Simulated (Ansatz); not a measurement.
# Puckered SnSe bilayer (AA) in a perpendicular field, part 2 of 4

What dipole does a perpendicular field induce in the puckered SnSe bilayer (AA), and does the gap follow? A positive field points along +c.

Ansatz 0.2.0; plane-wave DFT, r2SCAN-D4, Ansatz PAW (the session's first sound run).

So far. Step 2 (Relaxation): The lattice constant a goes from 4.400 to 4.498 Å.

## Step 3: Single point, field 0

A sawtooth potential applies the field, turning back in the middle of the vacuum. With the dipole correction the typed value is the field outside the slab. The induced dipole is small, so the SCF threshold is tight.

The cell differs from the one that the last finished run ended in (c 48.187 → 27.180 Å).

File input.yaml:

```yaml
crystal:
  lattice:
    - [4.4975327451, 0.0, 0.0]
    - [0.0, 4.1753362651, 0.0]
    - [0.0, 0.0, 27.1797850145]
  atoms:
    - { symbol: Sn, position: [0.0442167648, 0.0, 0.3311284469] }
    - { symbol: Se, position: [0.4587608753, 0.5, 0.3382023525] }
    - { symbol: Se, position: [0.9586533357, 0.0, 0.4301861362] }
    - { symbol: Sn, position: [0.5383690242, 0.5, 0.4373717585] }
    - { symbol: Sn, position: [0.0383690242, 0.0, 0.5626282415] }
    - { symbol: Se, position: [0.4586533357, 0.5, 0.5698138638] }
    - { symbol: Se, position: [0.9587608753, 0.0, 0.6617976475] }
    - { symbol: Sn, position: [0.5442167648, 0.5, 0.6688715531] }
kpoints:
  mp_grid: { grid: [10, 10, 1] }
  band_path:
    path:
      - [0, 0, 0]
      - [0.5, 0, 0]
      - [0.5, 0.5, 0]
      - [0, 0, 0]
      - [0, 0.5, 0]
      - [0.5, 0.5, 0]
    npoints: 16
hamiltonian:
  xc: r2scan
  dispersion: d4
scf:
  occupations: { method: fermi_dirac, width: 0.05 }
  convergence: { dr2_threshold: 1.0e-10 }
efield:
  axis: 3
  dipole_correction: true
  ramp_position: 0.97
  ramp_width: 0.06
  amplitude: 0
output:
  dos: { projected: true, e_range: [-6, 5] }
  bader: true
  write_potential: true
  write_density: true
  volumetric_format: npy
  elf: true
```

The run is started by

```bash
ansatz run input.yaml --threads 8 --pin off --max-ram 12288MiB --backend cpu --events-out ev --progress --plain --runs-dir out
```

Numbers of over 12 decimals in the logs are rounded to 6 here.

Log:

```text
[...]
Crystal: 8 atoms, lattice volume = 510.401 Å³
Basis set: ecut = 500 eV, 12977 PW (Γ), exchange–correlation on 144×128×800 points (64 copies of the dense FFT grid, shifted against one another)
Bands: 72, of which v1, the nominal top of the filled ones, is band 60 counted from 1 (59 counted from 0)
Symmetry: 2 space group operations
k-points: 36 of 100 (time reversal used)
[...]
SCF iter   1: F=—  HF=-46071.064089 eV  |F-HF|=—  |Δ(HF+E_count)|=         —  Δρ=3.53e-3  dr2=9.29e-2  dr2_τ=1.55e-2  ethr=1.77e-3  p=0.000 e·Å  D=4.96e-14 V/Å  ΔV_dip=-0.00 eV  dr2_dipole=4.11e-11  V_vac-E_F(+/−)=4.09/4.09 eV  ⟨swp⟩=8.2  Hψ=10826  notcnv=0  defer=3
efield: sawtooth ramp at fractional position 0.9700 (set: `efield.ramp_position`, or a place that a band, a saddle search or an elastic batch's reference lends), width 0.0600; the density the first Hamiltonian is built on has a dipole p = 0.000 e·Å; the dipole correction subtracts the counter field D = 4.96e-14 V/Å, which shifts the + side's vacuum level by -0.00 eV against the − side's; the planar-averaged density in the ramp window peaks in size at 1.1e-6 e/Å³
[...]
SCF iter   2: F=—  HF=-46071.092654 eV  |F-HF|=—  |Δ(HF+E_count)|=   2.86e-2  Δρ=1.53e-3  dr2=2.03e-2  dr2_τ=5.72e-4  ethr=7.74e-5  p=-0.000 e·Å  D=-1.21e-6 V/Å  ΔV_dip=0.00 eV  dr2_dipole=7.27e-13  V_vac-E_F(+/−)=4.14/4.14 eV  ⟨swp⟩=3.1  Hψ=5434  notcnv=0  defer=151
[...]
SCF iter  13: F=-46071.095389 eV  HF=-46071.095389 eV  |F-HF|=4.37e-11  |Δ(HF+E_count)|=  2.91e-11  Δρ=3.69e-8  dr2=6.21e-11  dr2_τ=3.57e-13  ethr=1.00e-12  p=0.000 e·Å  D=3.09e-8 V/Å  ΔV_dip=-0.00 eV  dr2_dipole=1.84e-13  V_vac-E_F(+/−)=4.01/4.01 eV  ⟨swp⟩=10.2  Hψ=7467  notcnv=0
SCF 1 converged in 13 iterations: F = -46071.095389 eV  dr2 = 6.21e-11
[...]
NSCF: frozen V_eff on 81 k-points
efield: sawtooth ramp at fractional position 0.9700 (kept from the solve that this one continues, or follows in the run), width 0.0600; the density the first Hamiltonian is built on has a dipole p = 0.000 e·Å; the dipole correction subtracts the counter field D = 3.09e-8 V/Å, which shifts the + side's vacuum level by -0.00 eV against the − side's; the planar-averaged density in the ramp window peaks in size at 6.8e-7 e/Å³
[...]
SCF converged after 13 iterations
Free energy (F): -46071.095389 eV
[...]
Internal energy: -46071.095388 eV  (E = F + TS)
E sigma→0 (E₀):  -46071.095389 eV
Entropy (-TS):   -0.000001 eV (-0.000 meV/atom)
Fermi energy:    1.601858 eV
Dipole field:    D = -0.000000 V/Å  (p = -0.000001 e·Å, saw-weighted, corrected)
Work function:   Φ+ = 4.0119 eV   Φ− = 4.0119 eV
Levels:          The Fermi level and band energies are counted from a zero that moves with the ramp; work functions are not
[...]
--- Band table (eV; the first three rows and the last of 36) ---
  k-point 0: bands = [... 56 lower, -0.9317, -0.8632, 0.1887, 0.8739, 2.2984, 3.5681, 4.1970, 4.3592, ... 8 higher]
  k-point 1: bands = [... 56 lower, -0.6717, -0.6484, 0.1409, 0.8486, 2.3418, 3.6225, 4.3945, 4.5541, ... 8 higher]
  k-point 2: bands = [... 56 lower, -0.2737, -0.2437, 0.0182, 0.7325, 2.5046, 3.5921, 3.7768, 3.8369, ... 8 higher]
  k-point 35: bands = [... 56 lower, -1.1787, -1.1787, -0.3276, -0.3276, 4.1028, 4.1028, 4.5417, 4.5417, ... 8 higher]
--- Bader charges: 8 sites ---
  site symbol  charge [e]  shift [e]
     0     Sn      0.8908     0.0006
     1     Se     -0.8979     0.0006
     2     Se     -0.8986     0.0006
     3     Sn      0.9058     0.0006
     4     Sn      0.9058     0.0006
     5     Se     -0.8986     0.0006
     6     Se     -0.8979     0.0006
     7     Sn      0.8908     0.0006
  estimated error of the sums over rays = 3.8e-4 e
```

Wall time 2.8 min (8 threads of Arm Neoverse N1, shared host); peak memory 4.8 GiB; 22 min of CPU time.

In the SCF lines HF is the Harris–Foulkes energy and dr2 the Hartree energy of the density residual, in eV; the loop may stop once dr2 is under the threshold and the program's other checks hold. Hψ counts applications of the Hamiltonian.

Numbers from this step:

* dipole along the normal: -9.32e-7 e·Å
* gap along the path: 1.104 eV
* smallest direct gap along the path: 1.291 eV
* ionisation energy, upper face: 4.573 eV
* electron affinity, upper face: 3.469 eV
* gap, the smaller of path and mesh: 1.104 eV

Running mean over a fixed 2.6 Å (it still follows the layers) of the planar mean; the ramp of the sawtooth is left out. Electron's electrostatic potential energy less the Fermi level against z:

z (Å), electron's electrostatic potential energy less the Fermi level (eV) and a bar from the least value:
```
        4       4.01 ##############################
        5       4.01 ##############################
        6       3.96 ##############################
        7       3.15 ##########################
        8       0.20 ############
        9      -2.25 
       10      -2.25 
       11      -2.24 
       12      -2.26 
       13       0.10 ############
       14       0.40 #############
       15      -2.04 #
       16      -2.25 
       17      -2.34 
       18      -2.31 
       19      -0.41 #########
       20       2.70 ########################
       21       3.93 ##############################
       22       4.01 ##############################
       23       4.01 ##############################
       24       4.01 ##############################
```

The density of states has structure finer than the step of the table below, so its rows give means over 0.2 eV, whole bins alone (the curve runs from -6 to 2.52 eV). Peaks (eV: height): -4.65: 5.67, -3.90: 8.44, -2.75: 10.9, -1.48: 8.99, -0.95: 5.84, 1.09: 6.05, 2.02: 8.82.

Density of states against energy, zero at the Fermi level of the run, which the smearing sets inside the gap; means over each step:

energy (eV), density of states (states/eV a cell) and a bar:
```
     -5.8        0.4 #
     -5.6        0.1 
     -5.4        0.0 
     -5.2        2.0 #######
     -5.0        2.9 ##########
     -4.8        3.8 #############
     -4.6        4.0 #############
     -4.4        3.3 ###########
     -4.2        5.8 ###################
     -4.0        6.8 #######################
     -3.8        8.2 ###########################
     -3.6        6.9 #######################
     -3.4        6.1 ####################
     -3.2        6.0 ####################
     -3.0        7.2 ########################
     -2.8        9.0 ##############################
     -2.6        8.6 #############################
     -2.4        3.5 ############
     -2.2        2.0 #######
     -2.0        3.8 #############
     -1.8        5.1 #################
     -1.6        6.5 ######################
     -1.4        6.6 ######################
     -1.2        4.2 ##############
     -1.0        4.8 ################
     -0.8        2.7 #########
     -0.6        0.1 
     -0.4        0.0 
     -0.2        0.0 
      0.0        0.0 
      0.2        0.0 
      0.4        0.0 
      0.6        0.1 
      0.8        1.8 ######
      1.0        4.0 #############
      1.2        4.2 ##############
      1.4        3.8 #############
      1.6        4.6 ###############
      1.8        4.7 ################
      2.0        7.1 ########################
      2.2        6.5 ######################
      2.4        6.6 ######################
```

Projected DOS per atom over height of the atomic layer and energy from the Fermi level. Layers: SnSe SnSe SnSe SnSe from below.

Ten even steps from '0' (0.00 states/eV) to '9' (1.17 states/eV), each cell a mean:
```
7667
6666
4444
4444
1111
0000
0000
0000
2222
4444
7667
4444
3223
9889
6776
6666
8888
4554
3443
2332
0000
0000
```
Columns: height of the atomic layer (Å) from 9.10 to 18.1 (not evenly spaced); rows upwards: energy from the Fermi level (eV) from -5.96 to 2.5.

Electronic bands along the path, in eV, zero at the Fermi level of the run, which the smearing sets inside the gap:

```csv
point,band 57,band 58,band 59,band 60,band 61,band 62,band 63,band 64
Γ,-2.53,-2.47,-1.41,-0.73,0.70,1.97,2.60,2.76
halfway,-1.81,-1.34,-1.33,-1.08,1.09,1.54,1.84,2.33
X,-0.92,-0.92,-0.87,-0.87,1.11,1.11,1.24,1.24
halfway,-2.08,-2.08,-1.75,-1.75,1.87,1.87,2.69,2.69
S,-2.78,-2.78,-1.93,-1.93,2.50,2.50,2.94,2.94
halfway,-1.90,-1.76,-1.25,-0.87,1.01,1.58,1.91,2.02
Γ,-2.53,-2.47,-1.41,-0.73,0.70,1.97,2.60,2.76
halfway,-1.78,-1.62,-1.54,-0.97,1.04,1.51,1.77,2.24
Y,-1.37,-1.37,-1.16,-1.16,0.81,0.81,1.09,1.09
halfway,-2.36,-2.36,-1.80,-1.80,1.73,1.73,2.41,2.41
S,-2.78,-2.78,-1.93,-1.93,2.50,2.50,2.94,2.94
```

Valence density in the ca plane at fractional y = 0.000, with atoms of Sn and Se within 0.2 Å of it. It is the smooth field of the valence electrons, not physical close to the nuclei.

Ten steps, logarithmic in the rise over the least value, from '0' (0 e/Å³) to '9' (32 e/Å³), each cell a mean:
```
00000000000000000001356421137984200012565311
00000000000000000001123211124663100001232111
00000000000000000000011000012221100000111000
00000000000000000000000000001110000000000000
00000000000000000000000000000000000000000000
00000000000000000000000000000000000000000000
00000000000000000000000000000000000000000000
00000000000000000000000000000000000000000000
00000000000000000000112100000000000000111100
00000000000000000001244310011211000002344210
00000000000000000002467631123442100013676411
00000000000000000002478631136874100013687421
```
Columns run along c (16.0 Å, from fractional 0.04 to 0.63 of the cell), rows up along a (4.5 Å). Atoms in or near the plane, at fractional coordinates: Sn at (0.33, 0.04), Se at (0.43, 0.96), Sn at (0.56, 0.04).

Electrostatic potential energy in the ca plane at fractional y = 0.000, with atoms of Sn and Se within 0.2 Å of it. With pseudopotentials it is smooth inside the atoms' cores, unlike the true potential.

Values in eV, 7 rows by 16 columns, each cell a mean:
```
  6   6   6   6   6   5   4  -9 -10  -4 -11 -11   4  -7  -8  -6
  6   6   6   6   6   6   5   0  -2   3  -9  -4   5   2  -4   2
  6   6   6   6   6   6   5   5   4   5   3   4   5   5   4   5
  6   6   6   6   6   6   5   5   4   5   4   4   5   5   4   5
  6   6   6   6   6   5   5   0  -1   4   4   5   5   2  -2   3
  6   6   6   6   6   5   3 -10 -11   0  -4   0   4  -7 -10  -4
  6   6   6   6   6   5   2  -5  -2  -6 -13 -10   4  -7   5  -9
```
Columns run along c (16.0 Å, from fractional 0.04 to 0.63 of the cell; values clipped at the 3rd and 97th percentile), rows up along a (4.5 Å). Atoms in or near the plane, at fractional coordinates: Sn at (0.33, 0.04), Se at (0.43, 0.96), Sn at (0.56, 0.04).

ELF in the ca plane at fractional y = 0.000, with atoms of Sn and Se within 0.2 Å of it. It is the smooth field of the valence electrons, not physical close to the nuclei.

Ten even steps from '0' (0.00) to '9' (0.86), each cell a mean:
```
00000000000001379996411234885148951464201337
00000000000000247997544334787678841376443336
00000000000000013577654322578888630156544224
00000000000000000123332101257776310013322102
00000000000000000000000000023432100000000000
00000000000000000000000000000100000000000000
00000000000000000000001000000000000000000000
00000000000000000011222110011211000011221100
00000000000000001344333211235665300133332211
00000000000000125775422222478999720354322223
00000000000000258985300123788899941454100235
00000000000001479985200024896359951453000237
```
Columns run along c (16.0 Å, from fractional 0.04 to 0.63 of the cell), rows up along a (4.5 Å). Atoms in or near the plane, at fractional coordinates: Sn at (0.33, 0.04), Se at (0.43, 0.96), Sn at (0.56, 0.04).

The gap is 1.10 eV, with the valence edge 4.57 eV and the conduction edge 3.47 eV under the upper vacuum level.

## Step 4: Atoms held, field 0.05 V/Å

Edit input.yaml of step 3 so:

```diff
@@ -36,6 +36,4 @@
   ramp_width: 0.06
-  amplitude: 0
+  amplitude: 0.05
 output:
-  dos: { projected: true, e_range: [-6, 5] }
-  bader: true
   write_potential: true
@@ -43,2 +41 @@
   volumetric_format: npy
-  elf: true
```

Log:

```text
[...]
Crystal: 8 atoms, lattice volume = 510.401 Å³
Basis set: ecut = 500 eV, 12977 PW (Γ), exchange–correlation on 144×128×800 points (64 copies of the dense FFT grid, shifted against one another)
Bands: 72, of which v1, the nominal top of the filled ones, is band 60 counted from 1 (59 counted from 0)
Symmetry: 2 space group operations
k-points: 36 of 100 (time reversal used)
[...]
k-point 0: bands = [... 56 lower, -0.9259, -0.8606, 0.1882, 0.8742, 2.2977, 3.5679, 4.1949, 4.3607, ... 8 higher]
  k-point 1: bands = [... 56 lower, -0.6809, -0.6394, 0.1403, 0.8489, 2.3411, 3.6223, 4.3934, 4.5424, ... 8 higher]
  k-point 2: bands = [... 56 lower, -0.2802, -0.2379, 0.0181, 0.7328, 2.5038, 3.5907, 3.7767, 3.8380, ... 8 higher]
  k-point 35: bands = [... 56 lower, -1.1815, -1.1769, -0.3288, -0.3258, 4.0923, 4.1118, 4.5412, 4.5429, ... 8 higher]
[key lines of the parts left out:]
SCF converged after 14 iterations
Free energy (F): -46071.096828 eV
Fermi energy:    1.602518 eV
Dipole field:    D = 0.020398 V/Å  (p = 0.057535 e·Å, saw-weighted, corrected)
```

It took 2.7 min on 8 threads; peak memory 4.3 GiB.

The dipole is 0.0575 e·Å, and the gap 1.097 eV.

## Step 5: Single point, field -0.05 V/Å

Edit input.yaml of step 4 so:

```diff
@@ -36,3 +36,3 @@
   ramp_width: 0.06
-  amplitude: 0.05
+  amplitude: -0.05
 output:
```

Log:

```text
[...]
Crystal: 8 atoms, lattice volume = 510.401 Å³
Basis set: ecut = 500 eV, 12977 PW (Γ), exchange–correlation on 144×128×800 points (64 copies of the dense FFT grid, shifted against one another)
Bands: 72, of which v1, the nominal top of the filled ones, is band 60 counted from 1 (59 counted from 0)
Symmetry: 2 space group operations
k-points: 36 of 100 (time reversal used)
[...]
k-point 0: bands = [... 56 lower, -0.9259, -0.8606, 0.1882, 0.8742, 2.2977, 3.5679, 4.1949, 4.3607, ... 8 higher]
  k-point 1: bands = [... 56 lower, -0.6809, -0.6394, 0.1403, 0.8489, 2.3411, 3.6223, 4.3934, 4.5424, ... 8 higher]
  k-point 2: bands = [... 56 lower, -0.2802, -0.2379, 0.0181, 0.7328, 2.5038, 3.5907, 3.7767, 3.8380, ... 8 higher]
  k-point 35: bands = [... 56 lower, -1.1815, -1.1769, -0.3288, -0.3258, 4.0923, 4.1118, 4.5412, 4.5429, ... 8 higher]
[key lines of the parts left out:]
SCF converged after 14 iterations
Free energy (F): -46071.096828 eV
Fermi energy:    1.602518 eV
Dipole field:    D = -0.020397 V/Å  (p = -0.057534 e·Å, saw-weighted, corrected)
```

Wall time 2.7 min (8 threads); peak memory 4.3 GiB.

The dipole is -0.0575 e·Å, and the gap 1.097 eV.

## Step 6: Atoms held, field 0.1 V/Å

Edit input.yaml of step 5 so:

```diff
@@ -36,3 +36,3 @@
   ramp_width: 0.06
-  amplitude: -0.05
+  amplitude: 0.1
 output:
```

Log:

```text
[...]
Crystal: 8 atoms, lattice volume = 510.401 Å³
Basis set: ecut = 500 eV, 12977 PW (Γ), exchange–correlation on 144×128×800 points (64 copies of the dense FFT grid, shifted against one another)
Bands: 72, of which v1, the nominal top of the filled ones, is band 60 counted from 1 (59 counted from 0)
Symmetry: 2 space group operations
k-points: 36 of 100 (time reversal used)
[...]
k-point 0: bands = [... 56 lower, -0.9132, -0.8536, 0.1864, 0.8752, 2.2953, 3.5672, 4.1891, 4.3651, ... 8 higher]
  k-point 1: bands = [... 56 lower, -0.6965, -0.6241, 0.1387, 0.8499, 2.3388, 3.6217, 4.3901, 4.5240, ... 8 higher]
  k-point 2: bands = [... 56 lower, -0.2934, -0.2268, 0.0179, 0.7337, 2.5017, 3.5867, 3.7761, 3.8410, ... 8 higher]
  k-point 35: bands = [... 56 lower, -1.1853, -1.1762, -0.3294, -0.3236, 4.0803, 4.1192, 4.5414, 4.5448, ... 8 higher]
[key lines of the parts left out:]
SCF converged after 14 iterations
Free energy (F): -46071.101144 eV
Fermi energy:    1.604277 eV
Dipole field:    D = 0.040805 V/Å  (p = 0.115096 e·Å, saw-weighted, corrected)
```

It took 2.7 min on 8 threads; peak memory 4.3 GiB.

The dipole is 0.115 e·Å, and the gap 1.082 eV.

## Step 7: Atoms held, field 0.2 V/Å

Edit input.yaml of step 6 so:

```diff
@@ -36,3 +36,3 @@
   ramp_width: 0.06
-  amplitude: 0.1
+  amplitude: 0.2
 output:
```

Log:

```text
[...]
Crystal: 8 atoms, lattice volume = 510.401 Å³
Basis set: ecut = 500 eV, 12977 PW (Γ), exchange–correlation on 144×128×800 points (64 copies of the dense FFT grid, shifted against one another)
Bands: 72, of which v1, the nominal top of the filled ones, is band 60 counted from 1 (59 counted from 0)
Symmetry: 2 space group operations
k-points: 36 of 100 (time reversal used)
[...]
k-point 0: bands = [... 56 lower, -0.8821, -0.8310, 0.1795, 0.8792, 2.2859, 3.5640, 4.1680, 4.3800, ... 8 higher]
  k-point 1: bands = [... 56 lower, -0.7299, -0.5917, 0.1321, 0.8537, 2.3296, 3.6187, 4.3768, 4.4849, ... 8 higher]
  k-point 2: bands = [... 56 lower, -0.3249, -0.2038, 0.0174, 0.7373, 2.4928, 3.5717, 3.7736, 3.8525, ... 8 higher]
  k-point 35: bands = [... 56 lower, -1.1956, -1.1776, -0.3291, -0.3176, 4.0520, 4.1288, 4.5432, 4.5510, ... 8 higher]
[key lines of the parts left out:]
SCF converged after 13 iterations
Free energy (F): -46071.118409 eV
Fermi energy:    1.609100 eV
Dipole field:    D = 0.081618 V/Å  (p = 0.230216 e·Å, saw-weighted, corrected)
```

Wall time 2.7 min (8 threads); peak memory 4.3 GiB; 21 min of CPU time.

The dipole is 0.230 e·Å, and the gap 1.038 eV.

## Step 8: Atoms held, field 0.3 V/Å

Edit input.yaml of step 7 so:

```diff
@@ -36,4 +36,6 @@
   ramp_width: 0.06
-  amplitude: 0.2
+  amplitude: 0.3
 output:
+  dos: { projected: true, e_range: [-6, 5] }
+  bader: true
   write_potential: true
@@ -41 +43,2 @@
   volumetric_format: npy
+  elf: true
```

Log:

```text
[...]
Crystal: 8 atoms, lattice volume = 510.401 Å³
Basis set: ecut = 500 eV, 12977 PW (Γ), exchange–correlation on 144×128×800 points (64 copies of the dense FFT grid, shifted against one another)
Bands: 72, of which v1, the nominal top of the filled ones, is band 60 counted from 1 (59 counted from 0)
Symmetry: 2 space group operations
k-points: 36 of 100 (time reversal used)
[...]
--- Bader charges: 8 sites ---
  site symbol  charge [e]  shift [e]
     0     Sn      0.8723     0.0006
     1     Se     -0.9075     0.0006
     2     Se     -0.8923     0.0006
     3     Sn      0.9127     0.0006
     4     Sn      0.8986     0.0006
     5     Se     -0.9045     0.0006
     6     Se     -0.8880     0.0006
     7     Sn      0.9088     0.0006
  estimated error of the sums over rays = 3.8e-4 e
[key lines of the parts left out:]
SCF converged after 16 iterations
Free energy (F): -46071.147191 eV
Fermi energy:    1.613044 eV
Dipole field:    D = 0.122467 V/Å  (p = 0.345438 e·Å, saw-weighted, corrected)
```

The job ended after 3.2 min (8 threads; peak memory 4.8 GiB).

The dipole is 0.345 e·Å, and the gap 0.985 eV.

(Continued in part 3 of 4.)

[Logs are printed without paths, hosts, clocks, repeated set-up lines and the standing remarks that a program may print on its own settings, such as how far it seeks lower states.]

[Hosts, paths, dates, database ids (printed as entryN), source tags and the programs' standing remarks are cut or masked in the printed files.]

[Maps of the electrostatic potential energy from Ansatz leave out the sawtooth potential of an applied field or a dipole correction, so their vacuum need not be flat; planar profiles and work functions include it.]

[The density of states shown here was stored with 400 of the rows of the run's finer table, so its peaks can read low, often by over a quarter, or be missed, and its means over a window can be off by a tenth or more.]
